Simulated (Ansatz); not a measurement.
# Does disorder add resistance in series? Au(111) layers displaced at 80 K

Two lengths of the disordered region are known. What area resistance does the third give?

Set-up. Ansatz 0.2.0, plane waves with PAW datasets at their recommended cutoffs (420 eV for most), Fermi-Dirac smearing; ballistic transmission by layer matching. The area resistance is RA = A (h/2e²)(1/T − 1/N), with T the zone-mean transmission per spin and N the lead's channels, both averaged over a few energies near the Fermi level; for magnets each spin is taken apart, with h/e², and the two conduct in parallel. Lateral cell 2x2, PBE, a fresh random draw for each length. Atoms are displaced independently, by 0.0492 Å r.m.s. per direction; each RA is scaled by the nominal over the drawn mean square displacement.

Results; the value marked ? is to be predicted:

| length (Å) | channels N | RA (fΩ m²) |
| --- | --- | --- |
| 9.42 | 3.210 | 0.0143 |
| 18.8 | 3.210 | 0.0264 |
| 28.3 | 3.210 | ? |

**Estimate by hand.**

Ohm's law makes RA linear in the length: the slope is (0.0264 − 0.0143)/(18.8 − 9.42) = 1.29×10⁻³ fΩ m² per Å, or 1.3 µΩ cm. Then 0.0264 + 1.29×10⁻³ × 9.42. Predicted: 0.0386 fΩ m².

What the run gave:

0.0410 fΩ m², so the prediction is 5.8 % too low. The three lengths together give 1.4 µΩ cm. The two increments are 0.012 and 0.015 fΩ m², roughly as Ohm's law has it, though with one draw for each length that is a weak test.

**Limits.** The scatterers repeat sideways with the small cell. The slope is a raw one; a model of isotropic scattering puts it 1.26 times the bulk value over these lengths. Spin-orbit coupling is left out, which matters for Au.
